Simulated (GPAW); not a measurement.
Consider B on a Si site (antisite) in SiB6.

```cif
data_structure
_symmetry_space_group_name_H-M 'P 1'
_symmetry_Int_Tables_number 1
_cell_length_a 7.1534
_cell_length_b 7.1534
_cell_length_c 7.1534
_cell_angle_alpha 109.471
_cell_angle_beta 109.471
_cell_angle_gamma 109.471
_cell_volume 281.78
loop_
_atom_site_label
_atom_site_type_symbol
_atom_site_fract_x
_atom_site_fract_y
_atom_site_fract_z
_atom_site_occupancy
B1 B 0.00000 0.00000 0.00000 1
Si2 Si 0.00000 0.50000 0.50000 1
Si3 Si 0.50000 0.00000 0.50000 1
Si4 Si 0.50000 0.50000 0.00000 1
B5 B 0.65097 0.00000 0.15031 1
B6 B 0.65097 0.50066 0.65097 1
B7 B 0.15031 0.00000 0.65097 1
B8 B 0.15031 0.49934 0.15031 1
B9 B 0.34903 0.00000 0.84969 1
B10 B 0.34903 0.49934 0.34903 1
B11 B 0.84969 0.00000 0.34903 1
B12 B 0.84969 0.50066 0.84969 1
B13 B 0.65097 0.15031 0.00000 1
B14 B 0.65097 0.65097 0.50066 1
B15 B 0.15031 0.15031 0.49934 1
B16 B 0.15031 0.65097 0.00000 1
B17 B 0.50066 0.84969 0.84969 1
B18 B 0.49934 0.34903 0.34903 1
B19 B 0.00000 0.84969 0.34903 1
B20 B 0.00000 0.34903 0.84969 1
B21 B 0.34903 0.84969 0.00000 1
B22 B 0.34903 0.34903 0.49934 1
B23 B 0.84969 0.84969 0.50066 1
B24 B 0.84969 0.34903 0.00000 1
B25 B 0.49934 0.15031 0.15031 1
B26 B 0.50066 0.65097 0.65097 1
B27 B 0.00000 0.15031 0.65097 1
B28 B 0.00000 0.65097 0.15031 1
```

Absorber: atom 7, with 1 B at 1.64 Å and 4 B at 1.76 Å (5-fold; 3.0 Å from the defect atom). Method: GPAW, PBE, excited-electron core hole (neutral cell), 28-atom cell with 7.2 Å between holes, 4×4×4 k points, dipole transitions, Gaussian full width 0.9 eV up to 4 eV, rising linearly to 3.5 eV at 25 eV.

Question: Where do the maxima of the B K edge fall?

Main maxima up to 21 eV above the zero (height): 1.5 eV (1.03), 4.3 eV (1.13), 8.1 eV (1.51) and 12.0 eV (1.45). A K edge sees empty p states on the absorber. The total-energy difference is 186.27 eV. The functional leaves an error of a few eV in such absolute values.

The B K spectrum (energy from the lowest empty level; intensity scaled to a mean of 1 over the first 20 eV):

| E (eV) | isotropic | ε ∥ x | ε ∥ z |
| --- | --- | --- | --- |
| -2.0 | 0.00 | 0.00 | 0.00 |
| -1.4 | 0.00 | 0.00 | 0.00 |
| -0.8 | 0.00 | 0.00 | 0.00 |
| -0.2 | 0.03 | 0.04 | 0.01 |
| 0.4 | 0.25 | 0.34 | 0.06 |
| 1.0 | 0.79 | 1.11 | 0.16 |
| 1.6 | 1.02 | 1.45 | 0.14 |
| 2.2 | 0.73 | 1.05 | 0.08 |
| 2.8 | 0.70 | 1.03 | 0.05 |
| 3.4 | 0.71 | 1.04 | 0.05 |
| 4.0 | 1.02 | 1.47 | 0.13 |
| 4.6 | 1.01 | 1.38 | 0.27 |
| 5.2 | 0.69 | 0.91 | 0.25 |
| 5.8 | 0.65 | 0.80 | 0.35 |
| 6.4 | 0.76 | 0.76 | 0.76 |
| 7.0 | 1.06 | 0.91 | 1.35 |
| 7.6 | 1.42 | 1.25 | 1.74 |
| 8.2 | 1.50 | 1.40 | 1.69 |
| 8.8 | 1.37 | 1.37 | 1.38 |
| 9.4 | 1.22 | 1.26 | 1.15 |
| 10.0 | 1.17 | 1.18 | 1.15 |
| 10.6 | 1.24 | 1.20 | 1.32 |
| 11.2 | 1.37 | 1.29 | 1.53 |
| 11.8 | 1.45 | 1.34 | 1.67 |
| 12.4 | 1.43 | 1.31 | 1.67 |
| 13.0 | 1.35 | 1.24 | 1.56 |
| 13.6 | 1.27 | 1.19 | 1.41 |
| 14.2 | 1.22 | 1.17 | 1.31 |
| 14.8 | 1.20 | 1.14 | 1.30 |
| 15.4 | 1.17 | 1.08 | 1.36 |
| 16.0 | 1.11 | 0.98 | 1.38 |
| 16.6 | 1.00 | 0.82 | 1.35 |
| 17.2 | 0.84 | 0.63 | 1.28 |
| 17.8 | 0.70 | 0.45 | 1.19 |
| 18.4 | 0.60 | 0.35 | 1.09 |
| 19.0 | 0.56 | 0.33 | 1.01 |
| 19.6 | 0.56 | 0.37 | 0.94 |
| 20.2 | 0.60 | 0.44 | 0.91 |
| 20.8 | 0.64 | 0.50 | 0.93 |
| 21.4 | 0.69 | 0.54 | 0.97 |

The hole lies in one spin channel, while the script sums the empty states of both and takes the lower zero; where the two channels are split, this blurs and shifts the curve. The cell shows no gap over 0.35 eV; the host's own band filling, the defect's levels or the functional may be the cause. The starting moments shrank to 0.00 μB or less, so this is hardly a magnetic state. In so small a cell the defects form an ordered array, and no site is far from one. The mesh is coarse (0.27 Å⁻¹ between points), so small maxima may be mesh ripples.

[Banner, clock and machine lines of the logs are left out without a mark of their own.]

[Logs are printed without paths, hosts, clocks, repeated set-up lines and the standing remarks that a program may print on its own settings, such as how far it seeks lower states.]

[Hosts, paths, dates, database ids (printed as entryN), source tags and the programs' standing remarks are cut or masked in the printed files.]

[Lists of maxima count a maximum above −3 eV only where it reaches 4 % of the highest in the window and stands out from its surroundings by 2 % of it (1.5 % where it reaches 55 %); shoulders and weaker maxima are passed over, and of the rest the first, up to two pre-edge ones and the few strongest are named.]
